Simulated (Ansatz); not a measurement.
# F on Co(0001): change of the work function, part 4 of 4

How does F on the fcc site change the work function of Co(0001) as the layer fills?

Ansatz 0.2.0; plane-wave DFT, PBE, Ansatz PAW (set soft_1); PAW set soft_1.

So far, work function, upper face (eV): step 2 (the clean slab) 4.92; step 3 (37 atoms, coverage 0.111 ML, cell 3x3) 5.16; step 4 (17 atoms, coverage 0.25 ML, cell 2x2) 5.47.

### 5. Adsorbate added, k-mesh 6×6×1, coverage 0.5 ML

System of this step: F/Co(0001). The cell holds 18 atoms: 16 Co and 2 F. Cell: a = 5.020 Å, b = 5.020 Å, c = 25.232 Å, α = 90.0°, β = 90.0°, γ = 60.0°. Vacuum lies along c.

Another coverage, to see how the dipoles act on each other as their distance changes.

Input file input.yaml:

```yaml
crystal:
  lattice:
    - [5.02, 0.0, 0.0]
    - [2.51, 4.347447527, 0.0]
    - [0.0, 0.0, 25.2315073062]
  atoms:
    - { symbol: Co, position: [0.3333333333, 0.3333333333, 0.3566968826], spin: 1.82 }
    - { symbol: Co, position: [0.0, 0.0, 0.4373741872], spin: 1.76 }
    - { symbol: Co, position: [0.3333333333, 0.3333333333, 0.5184353712], spin: 1.74 }
    - { symbol: Co, position: [0.0, 0.0, 0.5955323834], spin: 1.79 }
    - { symbol: Co, position: [0.3333333333, 0.8333333333, 0.3566968826], spin: 1.82 }
    - { symbol: Co, position: [0.0, 0.5, 0.4373741872], spin: 1.76 }
    - { symbol: Co, position: [0.3333333333, 0.8333333333, 0.5184353712], spin: 1.74 }
    - { symbol: Co, position: [0.0, 0.5, 0.5955323834], spin: 1.79 }
    - { symbol: Co, position: [0.8333333333, 0.3333333333, 0.3566968826], spin: 1.82 }
    - { symbol: Co, position: [0.5, 0.0, 0.4373741872], spin: 1.76 }
    - { symbol: Co, position: [0.8333333333, 0.3333333333, 0.5184353712], spin: 1.74 }
    - { symbol: Co, position: [0.5, 0.0, 0.5955323834], spin: 1.79 }
    - { symbol: Co, position: [0.8333333333, 0.8333333333, 0.3566968826], spin: 1.82 }
    - { symbol: Co, position: [0.5, 0.5, 0.4373741872], spin: 1.76 }
    - { symbol: Co, position: [0.8333333333, 0.8333333333, 0.5184353712], spin: 1.74 }
    - { symbol: Co, position: [0.5, 0.5, 0.5955323834], spin: 1.79 }
    - { symbol: F, position: [0.1666666667, 0.1666666667, 0.6433031174] }
    - { symbol: F, position: [0.6666666667, 0.1666666667, 0.6433031174] }
magnetization:
  spin_polarized: true
kpoints:
  mp_grid: { grid: [6, 6, 1] }
hamiltonian:
  xc: pbe
  pseudopotentials: { kind: paw, azcp: { folder: soft_1 } }
scf:
  occupations: { method: fermi_dirac, width: 0.1 }
  convergence: { dr2_threshold: 1.0e-08 }
efield:
  axis: 3
  dipole_correction: true
  ramp_position: 0.97
  ramp_width: 0.06
relax:
  f_tol: 0.02
  max_steps: 60
  constraints: [{ sites: [0, 1, 4, 5, 8, 9, 12, 13] }]
output:
  dos: { projected: true, e_range: [-8, 4] }
  write_potential: true
  write_density: true
  volumetric_format: npy
  elf: true
```

Command:

```
> ansatz run input.yaml --threads 4 --pin off --max-ram 16384MiB --backend cpu --events-out ev --progress --plain --runs-dir out
```

What it wrote:

```text
[...]
Crystal: 18 atoms, lattice volume = 550.657 Å³
Basis set: ecut = 420 eV, 10867 PW (Γ), exchange–correlation on 72×72×360 points (8 copies of the dense FFT grid, shifted against one another)
Bands: 189, of which v1, the nominal top of the filled ones, is band 143 counted from 1 (142 counted from 0)
[...]
- { symbol: Co, position: [0.833333, 0.8333333333, 0.3566968826] }
    - { symbol: Co, position: [0.500000, 0.500000, 0.4373741872] }
    - { symbol: Co, position: [0.832257, 0.835487, 0.517517] }
    - { symbol: Co, position: [0.494992, 0.510016, 0.594293] }
    - { symbol: F, position: [0.151290, 0.197419, 0.652396] }
    - { symbol: F, position: [0.651290, 0.197419, 0.652396] }
[key lines of the parts left out:]
SCF converged after 9 iterations
Magnetization: 27.9203 μB (156.9602 up, 129.0398 down)
Free energy (F): -83629.876024 eV
Fermi energy:    2.528625 eV
Dipole field:    D = -0.045502 V/Å  (p = -0.138469 e·Å, saw-weighted, corrected)
Work function:   Φ+ = 6.1159 eV   Φ− = 4.9679 eV
```

Wall time 15 min (4 threads of Arm Neoverse V1, shared host); peak memory 3.8 GiB; 58 min of CPU time.

The steps of the relaxation:

```tsv
step	energy less that of the first step (eV)	largest force component (eV/Å)
1	0.0000	3.3803
2	-0.4818	2.0509
3	-0.8249	0.2897
4	-0.8127	0.2136
5	-0.8378	0.0256
6	-0.8382	0.0068
```

Relaxation step 4 was tried and not accepted.

The run keeps the 4 symmetry operations that the program found, so distortions that break them were not tested.

The atoms that moved most (Å):

```tsv
atom	dx	dy	dz	length
F18	0.000	0.134	0.229	0.266
F17	0.000	0.134	0.229	0.266
Co4	0.000	-0.048	0.072	0.086
Co12	0.000	-0.048	0.072	0.086
Co16	0.000	0.044	-0.031	0.054
Co8	0.000	0.044	-0.031	0.054
Co7	0.000	0.009	-0.023	0.025
Co15	0.000	0.009	-0.023	0.025
```

The relaxed structure:

```cif
data_structure
_symmetry_space_group_name_H-M 'P 1'
_symmetry_Int_Tables_number 1
_cell_length_a 5.0200
_cell_length_b 5.0200
_cell_length_c 25.2315
_cell_angle_alpha 90.000
_cell_angle_beta 90.000
_cell_angle_gamma 60.000
_cell_volume 550.66
loop_
_atom_site_label
_atom_site_type_symbol
_atom_site_fract_x
_atom_site_fract_y
_atom_site_fract_z
_atom_site_occupancy
Co1 Co 0.33333 0.33333 0.35670 1
Co2 Co 0.00000 0.00000 0.43737 1
Co3 Co 0.33364 0.33271 0.51787 1
Co4 Co 0.00547 0.98907 0.59838 1
Co5 Co 0.33333 0.83333 0.35670 1
Co6 Co 0.00000 0.50000 0.43737 1
Co7 Co 0.33226 0.83549 0.51752 1
Co8 Co 0.99499 0.51002 0.59429 1
Co9 Co 0.83333 0.33333 0.35670 1
Co10 Co 0.50000 0.00000 0.43737 1
Co11 Co 0.83364 0.33271 0.51787 1
Co12 Co 0.50547 0.98907 0.59838 1
Co13 Co 0.83333 0.83333 0.35670 1
Co14 Co 0.50000 0.50000 0.43737 1
Co15 Co 0.83226 0.83549 0.51752 1
Co16 Co 0.49499 0.51002 0.59429 1
F17 F 0.15129 0.19742 0.65240 1
F18 F 0.65129 0.19742 0.65240 1
```

The density of states has structure finer than the step of the table below, so its rows give means over 0.25 eV. Peaks (eV: height): total -2.440: 56.8, -2.230: 50.7, -2.170: 53.2, -1.260: 51.2, -1.140: 56.7, -0.900: 65.3, -0.660: 46.2; up -3.400: 26.5, -2.560: 30.5, -2.440: 47.3, -2.170: 27.8, -1.260: 31.2, -1.110: 35.1, -0.840: 34.1; down -0.900: 31.9, -0.660: 36.7, -0.330: 31.2, 0.870: 37.2, 0.930: 31.0, 1.140: 38.4, 1.230: 32.1.

The density of states by energy, zero at the Fermi level; means over each step; values in states/eV a cell:

```tsv
energy (eV)	total	up	down
-7.75	1.01	0.522	0.490
-7.50	1.31	0.795	0.516
-7.25	2.57	1.49	1.08
-7.00	4.69	3.12	1.56
-6.75	5.38	2.80	2.59
-6.50	7.07	4.46	2.61
-6.25	9.23	5.76	3.47
-6.00	9.28	5.09	4.19
-5.75	10.4	3.93	6.44
-5.50	5.93	1.65	4.28
-5.25	5.15	3.72	1.43
-5.00	7.79	6.15	1.64
-4.75	12.4	8.78	3.64
-4.50	15.0	11.8	3.14
-4.25	20.3	17.1	3.22
-4.00	17.6	11.1	6.56
-3.75	22.0	16.3	5.67
-3.50	22.9	17.2	5.74
-3.25	21.2	10.7	10.4
-3.00	29.1	18.4	10.8
-2.75	30.2	21.7	8.47
-2.50	39.4	30.1	9.30
-2.25	39.4	22.6	16.8
-2.00	29.9	19.4	10.5
-1.75	24.9	18.2	6.70
-1.50	35.5	19.3	16.2
-1.25	44.1	25.3	18.8
-1.00	50.6	28.8	21.8
-0.75	44.5	20.3	24.2
-0.50	19.4	2.79	16.6
-0.25	21.8	3.84	18.0
0.00	15.0	1.86	13.2
0.25	17.5	2.20	15.3
0.50	20.7	2.45	18.3
0.75	22.7	2.36	20.4
1.00	32.8	4.19	28.6
1.25	20.8	0.846	20.0
1.50	7.43	1.62	5.82
1.75	6.36	3.41	2.95
```

The relaxation took 6 steps and lowered the energy by 0.84 eV; the largest force on the free atoms ends at 0.0068 eV/Å.

The covered face has 6.12 eV, +1.19 eV against the clean one; the bare back face has moved by -0.02 eV, a measure of how thin the slab is.

### 6. The covered slab, k-mesh 12×12×1, coverage 1 ML

System of this step: F/Co(0001). The cell holds 5 atoms: 4 Co and 1 F. Its edges and angles: a = 2.510 Å, b = 2.510 Å, c = 25.232 Å, α = 90.0°, β = 90.0°, γ = 60.0°. Vacuum lies along c.

Another coverage, to see how the dipoles act on each other as their distance changes.

input.yaml, the sections that differ from step 5:

```yaml
crystal:
  lattice:
    - [2.51, 0.0, 0.0]
    - [1.255, 2.1737237635, 0.0]
    - [0.0, 0.0, 25.2315073062]
  atoms:
    - { symbol: Co, position: [0.6666666667, 0.6666666667, 0.3566968826], spin: 1.82 }
    - { symbol: Co, position: [0.0, 0.0, 0.4373741872], spin: 1.76 }
    - { symbol: Co, position: [0.6666666667, 0.6666666667, 0.5184353712], spin: 1.74 }
    - { symbol: Co, position: [0.0, 0.0, 0.5955323834], spin: 1.79 }
    - { symbol: F, position: [0.3333333333, 0.3333333333, 0.6433031174] }
kpoints:
  mp_grid: { grid: [12, 12, 1] }
relax:
  f_tol: 0.02
  max_steps: 60
  constraints: [{ sites: [0, 1] }]
output:
  write_potential: true
  write_density: true
  volumetric_format: npy
# magnetization, hamiltonian, scf, efield: as in step 5
```

What it wrote:

```text
[...]
Crystal: 5 atoms, lattice volume = 137.664 Å³
Basis set: ecut = 420 eV, 2695 PW (Γ), exchange–correlation on 36×36×360 points (8 copies of the dense FFT grid, shifted against one another)
Bands: 50, of which v1, the nominal top of the filled ones, is band 38 counted from 1 (37 counted from 0)
[...]
atoms:
    - { symbol: Co, position: [0.666667, 0.666667, 0.356697] }
    - { symbol: Co, position: [-1.850372e-17, -1.850372e-17, 0.437374] }
    - { symbol: Co, position: [0.666667, 0.666667, 0.516898] }
    - { symbol: Co, position: [-1.749932e-17, -1.850372e-17, 0.598232] }
    - { symbol: F, position: [0.333333, 0.333333, 0.652576] }
[key lines of the parts left out:]
SCF converged after 10 iterations
Magnetization: 7.3456 μB (41.1728 up, 33.8272 down)
Free energy (F): -21311.338472 eV
Fermi energy:    2.381189 eV
Dipole field:    D = -0.098654 V/Å  (p = -0.075054 e·Å, saw-weighted, corrected)
Work function:   Φ+ = 7.4352 eV   Φ− = 4.9460 eV
```

Run time: 52 s. Hardware: 4 threads; peak memory 0.55 GiB.

Relaxation path:

```tsv
step	energy less that of the first step (eV)	largest force component (eV/Å)
1	0.0000	2.9717
2	-0.1775	1.6864
3	-0.2720	0.1489
4	-0.2729	0.0257
5	-0.2729	0.0015
```

Forces are held to the 6 operations that the program found; a distortion that breaks them can't arise in this run.

The atoms that moved most (Å):

```tsv
atom	dx	dy	dz	length
F5	0.000	0.000	0.234	0.234
Co4	0.000	0.000	0.068	0.068
Co3	0.000	0.000	-0.039	0.039
```

Final coordinates:

```xyz
5
Lattice="2.5100 0.0000 0.0000 1.2550 2.1737 0.0000 0.0000 0.0000 25.2315" Properties=species:S:1:pos:R:3
Co    2.5100    1.4491    9.0000
Co    0.0000    0.0000   11.0356
Co    2.5100    1.4491   13.0421
Co    0.0000    0.0000   15.0943
F     1.2550    0.7246   16.4655
```

Running mean over 2.03561 Å of the planar mean; the ramp of the sawtooth is left out. Electron's electrostatic potential energy less the Fermi level against z:

```tsv
z (Å)	electron's electrostatic potential energy less the Fermi level (eV)
3.5	4.95
4.0	4.95
4.5	4.94
5.0	4.94
5.5	4.93
6.0	4.88
6.5	4.72
7.0	4.17
7.5	1.83
8.0	-3.23
8.5	-8.07
9.0	-9.85
9.5	-10.0
10.0	-10.0
10.5	-10.1
11.0	-10.1
11.5	-10.3
12.0	-10.4
12.5	-10.3
13.0	-10.1
13.5	-10.0
14.0	-10.1
14.5	-10.4
15.0	-11.0
15.5	-11.9
16.0	-8.97
16.5	-3.14
17.0	0.902
17.5	4.33
18.0	6.89
18.5	7.38
19.0	7.43
19.5	7.43
20.0	7.44
20.5	7.44
21.0	7.44
21.5	7.44
22.0	7.44
```

The relaxation took 5 steps and lowered the energy by 0.27 eV; the largest force on the free atoms ends at 0.0015 eV/Å.

The covered face has 7.44 eV, +2.51 eV against the clean one; the bare back face has moved by -0.04 eV, a measure of how thin the slab is.

### 7. Work function against coverage

This step: plane-wave DFT, PBE, Ansatz PAW (set soft_1); work function against coverage; PAW set soft_1 (Ansatz 0.2.0).

The runs are now put side by side.

This step gave:

- work function of the clean face: 4.924 eV
- largest change of the work function: 2.511 eV

Table of work function of the covered face by coverage:

```tsv
coverage (adsorbates/nm²)	work function of the covered face (eV)
0.00	4.92
2.04	5.16
4.58	5.47
9.16	6.12
18.33	7.44
```

The dipole per adsorbate comes from the change of the cell's dipole. Coverage, by row:

```tsv
coverage (1/nm²)	coverage (ML)	work function (eV)	change (eV)	dipole per adsorbate, positive end outwards (debye)	mean height of the added atoms over the highest substrate atom (Å)
2.036	0.1111	5.161	0.2371	-0.307	1.451
4.582	0.25	5.471	0.5467	-0.316	1.465
9.164	0.5	6.116	1.192	-0.351	1.363
18.33	1	7.435	2.511	-0.37	1.371
```

### 8. Results

| Property | Result |
| --- | --- |
| work function of the clean face | 4.92 eV |
| work function at 0.11 ML | 5.16 eV |
| work function at 0.25 ML | 5.47 eV |
| work function at 0.5 ML | 6.12 eV |
| work function at 1 ML | 7.44 eV |
| dipole per adsorbate at 0.11 ML, positive end outwards | -0.31 D |

What this shows: F raises the work function of Co(0001) at the lowest coverage, by 0.24 eV: the adsorbate layer has its negative end outwards. The slab has 4 layers, at the tabulated experimental lattice constant, one starting site was run, and quantum-size effects of a slab this thin can reach one or two tenths of an eV. The magnetic order is the one reached from the typed start; other orders were not compared.

[Long decimals in the printed logs are rounded to 6 places.]

[Logs are printed without paths, hosts, clocks, repeated set-up lines and the standing remarks that a program may print on its own settings, such as how far it seeks lower states.]

[Hosts, paths, dates, database ids (printed as entryN), source tags and the programs' standing remarks are cut or masked in the printed files.]

[Maps of the electrostatic potential energy from Ansatz leave out the sawtooth potential of an applied field or a dipole correction, so their vacuum need not be flat; planar profiles and work functions include it.]
